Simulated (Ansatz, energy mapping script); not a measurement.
# MnS: energy mapping under PBE+U (1 eV)

How strongly do the moments of MnS couple under PBE+U (1 eV)? The plan is to run several orders and fit a Heisenberg model.

Main program and level: Ansatz 0.2.0; PBE with U = 1 eV on Mn d, ortho-atomic projectors; plane waves, U on orthogonalised atomic orbitals unless named otherwise, collinear spin, no spin–orbit coupling.

Experimental background.

“Single-Crystal and Powder Neutron Diffraction Study of FeXMn1-XS Solid Solutions” (2011, arxiv:1108.4537) reports for MnS, rock salt, by neutron diffraction (x = 0): ordering temperature (Neel temperature) 150 K.

The database entry behind the starting cell differs from later determinations by our own check (an axis about 0.2 % short against later determinations), so it need not match the best structure at ambient conditions.

### 1. Starting point

The structure is cubic, space group Fm-3m (No. 225). Conventional cell: a = 5.209 Å, b = 5.209 Å, c = 5.209 Å, α = 90.00°, β = 90.00°, γ = 90.00°. Mn has 6 S at 2.60 Å nearest. Nearest to S lie 6 Mn at 2.60 Å. Farther neighbours and most contacts between anions are not listed.

As a file:

```cif
data_structure
_symmetry_space_group_name_H-M 'P 1'
_symmetry_Int_Tables_number 1
_cell_length_a 3.6833
_cell_length_b 3.6833
_cell_length_c 3.6833
_cell_angle_alpha 60.000
_cell_angle_beta 60.000
_cell_angle_gamma 60.000
_cell_volume 35.33
loop_
_atom_site_label
_atom_site_type_symbol
_atom_site_fract_x
_atom_site_fract_y
_atom_site_fract_z
_atom_site_occupancy
Mn1 Mn 0.00000 0.00000 0.00000 1
S2 S 0.50000 0.50000 0.50000 1
```

A Hubbard U penalises fractional filling of the shell. It raises the cost of virtual hops to the neighbours, so couplings that rest on such hops usually weaken.

### 2. Which atoms carry moments

One run in the crystal's own cell, under PBE with U = 3.2 eV on Mn d, ortho-atomic projectors, shows which elements keep a moment. Transition or f elements with 0.3 μB or more enter the spin model; moments induced on other atoms do not.

input.yaml reads:

```yaml
crystal:
  lattice:
    - [0.0, 2.6045, 2.6045]
    - [2.6045, 0.0, 2.6045]
    - [2.6045, 2.6045, 0.0]
  atoms:
    - { symbol: Mn, position: [0.0, 0.0, 0.0], spin: 4.5 }
    - { symbol: S, position: [0.5, 0.5, 0.5] }
magnetization:
  spin_polarized: true
kpoints:
  mp_grid: { grid: [9, 9, 9] }
hamiltonian:
  xc: pbe
  hubbard:
    sites: [{ species: Mn, l: d, u_eff: 3.2 }]
    projectors: ortho-atomic
scf:
  occupations: { method: fermi_dirac, width: 0.05 }
output:
  eigenvalues: true
```

On the command line:

```console
$ ansatz run input.yaml --threads 4 --pin off --max-ram 8192MiB --backend cpu --events-out ev --progress --plain --runs-dir out
```

Numbers of over 12 decimals in the logs are rounded to 6 here.

The program printed:

```text
Engine: ansatz 0.2.0, aarch64-unknown-linux-gnu
Pseudopotentials: kind: paw
Pseudopotential: Mn, paw, valence charge 15, recommended cutoff 420 eV (normal), Mn.paw.azcp
Pseudopotential: S, paw, valence charge 6, recommended cutoff 420 eV (normal), S.paw.azcp
Functional definition: PBE
  parameter kappa = 0.804
  parameter beta = 0.066725
  exchange = pbe_x(kappa = kappa, mu = beta*pi^2/3)
  correlation = pbe_c(beta = beta)
Crystal: 2 atoms, lattice volume = 35.335 Å³
Basis set: ecut = 420 eV, 701 PW (Γ)
Bands: 17, of which v1, the nominal top of the filled ones, is band 11 counted from 1 (10 counted from 0)
Symmetry: 48 space group operations
Space group: Fm-3m (ITA 225), of the structure as read, at distance tolerance 3.3e-5 Å
Magnetic group: BNS 225.116 (UNI 1618), of the structure as read, at distance tolerance 3.3e-5 Å
k-points: 35 of 729
Non-local potential: Mn, projectors of the file, l = 0: 3, l = 1: 2, l = 2: 3, l = 3: 1
Non-local potential: S, projectors of the file, l = 0: 2, l = 1: 2, l = 2: 2
PAW form: soft (Blöchl's): semilocal exchange-correlation on the pseudo side does not see the compensation charge
PAW one-centre angular grid: Mn, 590 points (default); XC on 64 Gauss nodes
PAW one-centre angular grid: S, 110 points (default); XC on 64 Gauss nodes
Initial density: superposition of atomic densities (chi_scale 0.1, normalization cell, long waves kept (reshape's long-wave potential 0.00 eV rms))
Starting moments: Σ|m| = 4.5 μB on 1 of 2 sites
Initial wavefunctions: pseudopotential atomic-orbital guess
Functional: x = pbe(κ = 0.804, μ = 0.219515), c = pbe(β = 0.066725)
SCF iter   1: F=—  HF=-4801.190400 eV  |F-HF|=—  |Δ(HF+E_count)|=         —  Δρ=6.18e-2 (↑6.18e-2 ↓3.12e-2)  dr2=2.08e0  dr2_m=1.76e-1  M=4.920 μB ∫|m|=4.920 μB  β_m=1.00  ethr=3.10e-3  ⟨swp⟩=4.3  Hψ=5536  notcnv=0
preconditioner: auto → Kerker (q_TF=auto, 2.502 Å⁻¹)  [metal: Δε(μ)=0.016 eV  Ē_g=10.427 eV  σ=0.050 eV  W_gap=0.08  n_scr=14 (ndim 8)  ℏωp=22.5 eV  f_vac=0.000  D(μ)=0.68/eV (n_scr^D=0)]
spin=Collinear: Kerker preconditioning applied to the charge; magnetization (m = ρ↑ − ρ↓) channel mixes plain (no charge-response kernel on spin).
SCF iter   2: F=—  HF=-4801.061879 eV  |F-HF|=—  |Δ(HF+E_count)|=   1.29e-1  Δρ=2.65e-2 (↑2.65e-2 ↓1.21e-2)  dr2=4.05e-1  dr2_m=2.96e-2  M=4.997 μB ∫|m|=4.997 μB  β_m=1.00  ethr=3.10e-3  ⟨swp⟩=2.5  Hψ=2540  notcnv=0  defer=39
preconditioner: auto → none  [insulator: Δε(μ)=0.269 eV  Ē_g=10.554 eV  σ=0.050 eV  W_gap=0.81  n_scr=14 (ndim 8)  ℏωp=22.5 eV  f_vac=0.000  D(μ)=0.05/eV (n_scr^D=0)  ε∞_Penn≈5.6]
[...]
Mixer restart at iter 5: flushing history
spin-set hold released at iteration 5 (site moments contracting): the magnetisation degrees of freedom join the quasi-Newton model from the next iteration; the mixer history was flushed
SCF iter   6: F=—  HF=-4801.170504 eV  |F-HF|=—  |Δ(HF+E_count)|=   1.25e-2  Δρ=5.82e-4 (↑3.55e-4 ↓5.82e-4)  dr2=8.81e-5  dr2_m=4.94e-5  M=5.000 μB ∫|m|=5.000 μB  β_m=0.65  ethr=9.13e-7  ⟨swp⟩=2.1  Hψ=1256  notcnv=0  defer=45
SCF iter   7: F=—  HF=-4801.182715 eV  |F-HF|=—  |Δ(HF+E_count)|=   1.22e-2  Δρ=8.95e-5 (↑8.63e-5 ↓8.95e-5)  dr2=5.05e-6  dr2_m=1.14e-6  M=5.000 μB ∫|m|=5.000 μB  β_m=0.65  ethr=4.20e-7  ⟨swp⟩=2.0  Hψ=1933  notcnv=0  defer=45
SCF iter   8: F=—  HF=-4801.182716 eV  |F-HF|=—  |Δ(HF+E_count)|=   9.21e-7  Δρ=6.93e-5 (↑6.93e-5 ↓2.93e-5)  dr2=3.52e-6  dr2_m=2.32e-7  M=5.000 μB ∫|m|=5.000 μB  β_m=0.54  ethr=2.41e-8  ⟨swp⟩=2.1  Hψ=1765  notcnv=0  defer=45
SCF iter   9: F=—  HF=-4801.182715 eV  |F-HF|=—  |Δ(HF+E_count)|=   1.03e-6  Δρ=2.29e-5 (↑2.29e-5 ↓1.54e-5)  dr2=2.68e-8  dr2_m=1.06e-7  M=5.000 μB ∫|m|=5.000 μB  β_m=0.65  ethr=4.76e-10  ⟨swp⟩=4.1  Hψ=4551  notcnv=0
SCF iter  10: F=-4801.182715 eV  HF=-4801.182715 eV  |F-HF|=8.15e-9  |Δ(HF+E_count)|=   1.40e-7  Δρ=8.58e-6 (↑5.73e-6 ↓8.58e-6)  dr2=1.42e-8  dr2_m=1.48e-8  M=5.000 μB ∫|m|=5.000 μB  ethr=1.28e-10  ⟨swp⟩=3.2  Hψ=3553  notcnv=0
SCF 1 converged in 10 iterations: F = -4801.182715 eV  dr2 = 1.42e-8
[...]
SCF converged after 10 iterations
Magnetization: 4.9999 μB (12.9999 up, 8.0001 down)
Absolute magnetization: 4.9999 μB (∫|ρ↑−ρ↓|, with the PAW one-centre terms)
Spin contamination: 0.0107 ħ² per cell (⟨S²⟩ above its minimum at these occupations)
Per-site moments (μB) at R_I (Å): [(4.479182, 1.074356), (0.132592, 1.074356)]
Free energy (F): -4801.182715 eV
Harris-Foulkes:  -4801.182715 eV  (|F-HF|=8.15e-9)
Internal energy: -4801.182676 eV  (E = F + TS)
E sigma→0 (E₀):  -4801.182696 eV
Entropy (-TS):   -0.000039 eV (-0.019 meV/atom)
Fermi energy:    10.577699 eV
--- Per-component energies (eV) ---
  E_band       = -307.460969
  E_kinetic    = 405.449162
  E_local      = -2452.433193  (includes V_loc(G=0)·N_el)
  E_nonlocal   = 281.847457
  E_hartree    = 1004.417031
  E_xc         = -208.258163
  E_vxc        = -229.518192  (∫ρ·V_xc dr)
  E_hubbard    = 0.500356  (on-site DFT+U / exact-exchange correction)
  E_vhub       = -7.470577  (the Hubbard potential's part of the band-sum identity)
  E_paw        = -1907.591142  (= ΣΔE_a)
  E_vpaw       = -314.167270  (= ΣTr[D̂ρ^β])
  E_aug_tail   = -0.000008  (compensation charges beyond the density's cutoff)
  E_ewald      = -1925.114175
  E_smearing   = -0.000039  (= −TS)
  E_closure    = 0.000000  (closes the sum)
  Σ components = -4801.182715   (vs F -4801.182715, Δ=0.00e0)
--- Band table (eV; the first three rows and the last of 70) ---
  k-point 0 ↑: bands = [... 7 lower, 5.0270, 5.1443, 5.1443, 8.6633, 8.6633, 8.6633, 12.0563, 18.8173, ... 2 higher]
  k-point 1 ↑: bands = [... 7 lower, 4.9681, 5.1071, 5.1071, 7.9134, 8.8681, 8.8681, 12.8540, 17.8819, ... 2 higher]
  k-point 2 ↑: bands = [... 7 lower, 4.6576, 5.2314, 5.2314, 6.8662, 9.3475, 9.3475, 13.8264, 17.1894, ... 2 higher]
  k-point 34 ↓: bands = [... 7 lower, 6.6361, 12.4177, 12.4694, 12.7959, 13.0296, 13.2820, 16.0746, 17.6635, ... 2 higher]
Occupation matrices written to <dir>
```

The job ended after 1.1 s (4 threads of Arm Neoverse V1, shared host; peak memory 0.31 GiB; 3.5 s of CPU time).

Spin moment in the sphere by atom:

| atom | spin moment in the sphere (μB) |
| --- | --- |
| Mn1 | 4.48 |
| S2 | 0.13 |

The run ends ferromagnetic; Mn carries the moments.

### 3. Seed run in the crystal's own cell

A corrected shell can settle in several orbital fillings. One parallel run, with an occupation width a fifth wider than the orders use, therefore is to supply the occupation matrices. All orders start from them.

input.yaml, the sections that differ from step 2:

```yaml
hamiltonian:
  xc: pbe
  hubbard:
    sites: [{ species: Mn, l: d, u_eff: 1.0 }]
    projectors: ortho-atomic
scf:
  occupations: { method: fermi_dirac, width: 0.06 }
# crystal, magnetization, kpoints, output: as in step 2
```

The program printed:

```text
[...]
Crystal: 2 atoms, lattice volume = 35.335 Å³
Basis set: ecut = 420 eV, 701 PW (Γ)
Bands: 17, of which v1, the nominal top of the filled ones, is band 11 counted from 1 (10 counted from 0)
Symmetry: 48 space group operations
[...]
k-points: 35 of 729
[...]
Starting moments: Σ|m| = 4.5 μB on 1 of 2 sites
[...]
SCF iter   1: F=—  HF=-4801.964238 eV  |F-HF|=—  |Δ(HF+E_count)|=         —  Δρ=6.96e-2 (↑5.35e-2 ↓6.96e-2)  dr2=4.98e0  dr2_m=5.50e-2  M=4.382 μB ∫|m|=4.382 μB  β_m=1.00  ethr=3.10e-3  ⟨swp⟩=4.2  Hψ=5514  notcnv=0
[...]
SCF iter  10: F=-4801.579287 eV  HF=-4801.579287 eV  |F-HF|=7.31e-8  |Δ(HF+E_count)|=   2.55e-6  Δρ=6.97e-6 (↑6.82e-6 ↓6.97e-6)  dr2=6.74e-8  dr2_m=1.42e-9  M=4.885 μB ∫|m|=4.885 μB  ethr=4.76e-10  ⟨swp⟩=2.8  Hψ=3708  notcnv=0
SCF 1 converged in 10 iterations: F = -4801.579287 eV  dr2 = 6.74e-8
[...]
SCF converged after 10 iterations
Magnetization: 4.8847 μB (12.9424 up, 8.0576 down)
Absolute magnetization: 4.8847 μB (∫|ρ↑−ρ↓|, with the PAW one-centre terms)
[...]
Per-site moments (μB) at R_I (Å): [(4.348453, 1.074356), (0.159482, 1.074356)]
Free energy (F): -4801.579287 eV
[...]
Internal energy: -4801.573313 eV  (E = F + TS)
E sigma→0 (E₀):  -4801.576300 eV
Entropy (-TS):   -0.005974 eV (-2.987 meV/atom)
Fermi energy:    10.418987 eV
[...]
--- Band table (eV; the first three rows and the last of 70) ---
  k-point 0 ↑: bands = [... 7 lower, 6.3303, 6.4495, 6.4495, 8.5241, 8.5241, 8.5241, 12.0276, 18.8161, ... 2 higher]
  k-point 1 ↑: bands = [... 7 lower, 6.1741, 6.4065, 6.4065, 7.8947, 8.8369, 8.8369, 12.8112, 17.8847, ... 2 higher]
  k-point 2 ↑: bands = [... 7 lower, 5.7144, 6.5414, 6.5414, 7.3164, 9.4678, 9.4678, 13.7987, 17.1654, ... 2 higher]
  k-point 34 ↓: bands = [... 7 lower, 6.4707, 11.5792, 11.8024, 11.9435, 12.2922, 12.3170, 15.9025, 17.5926, ... 2 higher]
Occupation matrices written to <dir>
```

It took 1.2 s on 4 threads; peak memory 0.31 GiB.

This step gave:

```
final state                       : ferromagnetic
electrons in the corrected shells : 5.389 e
largest moment                    : 4.348 μB
```

### 4. Run 1 (parallel; cell A, 4 atoms)

The parallel order is the zero of energy for this cell and mesh.

input.yaml reads:

```yaml
crystal:
  lattice:
    - [0.0, -2.6045, -2.6045]
    - [-2.6045, 0.0, -2.6045]
    - [2.6045, 2.6045, -5.209]
  atoms:
    - { symbol: Mn, position: [0.5, 0.5, 0.5], spin: 4.5 }
    - { symbol: Mn, position: [0.0, 0.0, 0.0], spin: 4.5 }
    - { symbol: S, position: [0.75, 0.75, 0.75] }
    - { symbol: S, position: [0.25, 0.25, 0.25] }
magnetization:
  spin_polarized: true
kpoints:
  mp_grid: { grid: [9, 9, 9] }
hamiltonian:
  xc: pbe
  hubbard:
    sites:
      - { species: Mn, l: d, u_eff: 1.0 }
      - { site: 0, l: d, u_eff: 1.0, starting_ns: [{ spin: up, occupation_matrix: mn1_major }, { spin: down, occupation_matrix: mn1_minor }] }
      - { site: 1, l: d, u_eff: 1.0, starting_ns: [{ spin: up, occupation_matrix: mn1_major }, { spin: down, occupation_matrix: mn1_minor }] }
    projectors: ortho-atomic
    occupation_matrices:
      mn1_major:
        matrix:
          - [0.98, 0.0, 0.0, 0.0, 0.0]
          - [0.0, 0.996, 0.0, 0.0, 0.0]
          - [0.0, 0.0, 0.996, 0.0, 0.0]
          - [0.0, 0.0, 0.0, 0.98, 0.0]
          - [0.0, 0.0, 0.0, 0.0, 0.996]
      mn1_minor:
        matrix:
          - [0.141, 0.0, 0.0, 0.0, 0.0]
          - [0.0, 0.053, 0.0, 0.0, 0.0]
          - [0.0, 0.0, 0.053, 0.0, 0.0]
          - [0.0, 0.0, 0.0, 0.141, 0.0]
          - [0.0, 0.0, 0.0, 0.0, 0.053]
scf:
  occupations: { method: fermi_dirac, width: 0.05 }
output:
  eigenvalues: true
  write_density: true
  write_potential: true
  elf: true
  volumetric_format: npy
```

The program printed:

```text
[...]
Crystal: 4 atoms, lattice volume = 70.670 Å³
Basis set: ecut = 420 eV, 1401 PW (Γ)
Bands: 31, of which v1, the nominal top of the filled ones, is band 21 counted from 1 (20 counted from 0)
Symmetry: 24 space group operations
[...]
k-points: 85 of 729
[...]
Starting moments: Σ|m| = 9 μB on 2 of 4 sites
[...]
SCF iter   1: F=—  HF=-9603.992183 eV  |F-HF|=—  |Δ(HF+E_count)|=         —  Δρ=7.18e-2 (↑5.33e-2 ↓7.18e-2)  dr2=1.04e1  dr2_m=1.23e-1  M=8.739 μB ∫|m|=8.739 μB  β_m=1.00  ethr=3.10e-3  ⟨swp⟩=4.8  Hψ=19265  notcnv=0
[...]
SCF iter  11: F=-9603.154196 eV  HF=-9603.154196 eV  |F-HF|=2.06e-9  |Δ(HF+E_count)|=   5.57e-7  Δρ=2.08e-6 (↑2.08e-6 ↓1.69e-6)  dr2=9.59e-9  dr2_m=1.69e-10  M=9.786 μB ∫|m|=9.786 μB  ethr=2.38e-10  ⟨swp⟩=6.2  Hψ=18855  notcnv=0
SCF 1 converged in 11 iterations: F = -9603.154196 eV  dr2 = 9.59e-9
[...]
SCF converged after 11 iterations
Magnetization: 9.7860 μB (25.8930 up, 16.1070 down)
Absolute magnetization: 9.7860 μB (∫|ρ↑−ρ↓|, with the PAW one-centre terms)
[...]
Per-site moments (μB) at R_I (Å): [(4.352483, 1.074356), (4.352483, 1.074356), (0.161984, 1.074356), (0.161984, 1.074356)]
Free energy (F): -9603.154196 eV
[...]
Internal energy: -9603.144642 eV  (E = F + TS)
E sigma→0 (E₀):  -9603.149419 eV
Entropy (-TS):   -0.009554 eV (-2.388 meV/atom)
Fermi energy:    10.405492 eV
[...]
--- Specified on-site occupations, and those of the state reported ---
  electrons in the specified blocks: 10.7780 specified, 10.7734 found
  site 0 (l=d) ↓: largest change of an orbital's occupation 0.0014; electrons 0.4410 specified, 0.4361 found; spectral distance 0.0025
[...]
site 0 (l=d) ↑: largest change of an orbital's occupation 0.0006; electrons 4.9480 specified, 4.9506 found; spectral distance 0.0012
[...]
--- Band table (eV; the first three rows and the last of 170) ---
  k-point 0 ↑: bands = [... 17 lower, 6.4466, 6.8353, 6.8353, 7.3076, 8.5256, 8.5261, 8.5261, 10.5457, ... 6 higher]
  k-point 1 ↑: bands = [... 17 lower, 6.3980, 6.8193, 6.8193, 7.2972, 8.3247, 8.6128, 8.6128, 10.4887, ... 6 higher]
  k-point 2 ↑: bands = [... 17 lower, 6.4035, 6.7737, 6.7737, 7.2717, 7.8952, 8.8383, 8.8383, 10.3279, ... 6 higher]
  k-point 84 ↓: bands = [... 17 lower, 11.6117, 11.8847, 12.0019, 12.0780, 12.1366, 12.3163, 12.3676, 12.5877, ... 6 higher]
Occupation matrices written to <dir>
```

Elapsed: 7.5 s, on 4 threads; peak memory 0.59 GiB; 28 s of CPU time.

Spin moment in the sphere by atom:

| atom | spin moment in the sphere (μB) |
| --- | --- |
| Mn1 | 4.35 |
| Mn2 | 4.35 |
| S3 | 0.16 |
| S4 | 0.16 |

The run ends ferromagnetic.

Spin density in the ac plane at fractional y = 0.000, with atoms of Mn within 0.2 Å of it.

Values in e/Å³, 24 rows by 14 columns, each cell a mean:
```
6.1 4.5 1.8 0.4 0.1 0.0 0.0 0.0 0.0 0.0 0.1 0.4 1.3 3.6
2.4 2.1 1.1 0.3 0.1 0.0 0.0 0.0 0.0 0.0 0.1 0.2 0.5 1.3
0.7 0.7 0.5 0.2 0.1 0.0 0.0 0.0 0.0 0.0 0.0 0.1 0.2 0.4
0.1 0.2 0.1 0.1 0.0 0.0 0.0 0.0 0.0 0.0 0.0 0.0 0.0 0.1
0.1 0.1 0.1 0.0 0.0 0.0 0.0 0.0 0.0 0.0 0.0 0.0 0.0 0.0
0.0 0.0 0.0 0.0 0.0 0.0 0.0 0.0 0.0 0.0 0.0 0.0 0.0 0.0
0.0 0.0 0.0 0.0 0.0 0.0 0.0 0.0 0.0 0.0 0.0 0.0 0.0 0.0
0.0 0.0 0.0 0.0 0.0 0.0 0.0 0.0 0.0 0.0 0.0 0.0 0.0 0.0
0.0 0.0 0.0 0.0 0.0 0.0 0.0 0.0 0.0 0.0 0.0 0.0 0.0 0.0
0.0 0.0 0.0 0.0 0.0 0.0 0.0 0.0 0.0 0.0 0.0 0.0 0.0 0.0
0.0 0.0 0.0 0.0 0.0 0.0 0.0 0.0 0.0 0.0 0.0 0.0 0.0 0.0
0.0 0.0 0.0 0.0 0.0 0.0 0.0 0.0 0.0 0.0 0.0 0.0 0.0 0.0
0.0 0.0 0.0 0.0 0.0 0.0 0.0 0.0 0.0 0.0 0.0 0.0 0.0 0.0
0.0 0.0 0.0 0.0 0.0 0.0 0.0 0.0 0.0 0.0 0.0 0.0 0.0 0.0
0.0 0.0 0.0 0.0 0.0 0.0 0.0 0.0 0.0 0.0 0.0 0.0 0.0 0.0
0.0 0.0 0.0 0.0 0.0 0.0 0.0 0.0 0.0 0.0 0.0 0.0 0.0 0.0
0.0 0.0 0.0 0.0 0.0 0.0 0.0 0.0 0.0 0.0 0.0 0.0 0.0 0.0
0.0 0.0 0.0 0.0 0.0 0.0 0.0 0.0 0.0 0.0 0.0 0.0 0.0 0.0
0.0 0.0 0.0 0.0 0.0 0.0 0.0 0.0 0.0 0.0 0.0 0.0 0.0 0.0
0.1 0.1 0.0 0.0 0.0 0.0 0.0 0.0 0.0 0.0 0.0 0.1 0.1 0.1
0.3 0.2 0.1 0.0 0.0 0.0 0.0 0.0 0.0 0.0 0.1 0.2 0.3 0.4
1.6 0.8 0.3 0.1 0.0 0.0 0.0 0.0 0.0 0.1 0.1 0.5 1.1 1.8
4.8 2.5 0.8 0.2 0.1 0.0 0.0 0.0 0.0 0.1 0.2 0.7 2.2 4.5
8.1 4.9 1.6 0.4 0.1 0.0 0.0 0.0 0.0 0.1 0.2 0.7 2.5 6.1
```
Columns run along a (3.7 Å), rows up along c (6.4 Å). Atoms in or near the plane, at fractional coordinates: Mn at (0.00, 0.00).

ELF in the ac plane at fractional y = 0.000, with atoms of Mn within 0.2 Å of it. It is the smooth field of the valence electrons, not physical close to the nuclei.

Ten even steps from '_' (0.05) to '@' (0.89), each cell a mean:
```
@@%%**--..__........__::++%%
####++::....--------....--++
--==--....--++**##**==....::
....____::++##%%%%%%##++::..
______..--**%%@@@@@@@@##++::
..____..--**%%@@@@@@@@%%##==
::______--**%%@@@@@@@@@@%%++
::______..==##%%@@@@@@@@%%**
::________::++##%%@@@@%%##++
..__________::==**######++--
____________..::--==++==--::
____........____....::::....
..::--====--::..____________
::--++**##**++--..__________
--++##%%%%%%%%**==..________
--**%%@@@@@@@@%%**--..______
--**%%@@@@@@@@@@##++::______
::++%%@@@@@@@@@@%%**::______
..--**%%@@@@@@@@%%++::..____
__..--**%%%%@@%%##==::______
::....--**######++--....::::
**==::..::--====--....--++**
%%##==..__........__..==##%%
@@%%**::____________..--##@@
```
Columns run along a (3.7 Å), rows up along c (6.4 Å). Atoms in or near the plane, at fractional coordinates: Mn at (0.00, 0.00).

(Continued in part 2 of 3.)

[Logs and program files are shortened in this print: banners, set-up blocks, solver, clock and traceback lines can be left out without a mark of their own.]

[Logs are printed without paths, hosts, clocks, repeated set-up lines and the standing remarks that a program may print on its own settings, such as how far it seeks lower states.]

[Hosts, paths, dates, database ids (printed as entryN), source tags and the programs' standing remarks are cut or masked in the printed files.]

[Where a cell is said to come from a database of computed structures, the database is the Materials Project.]
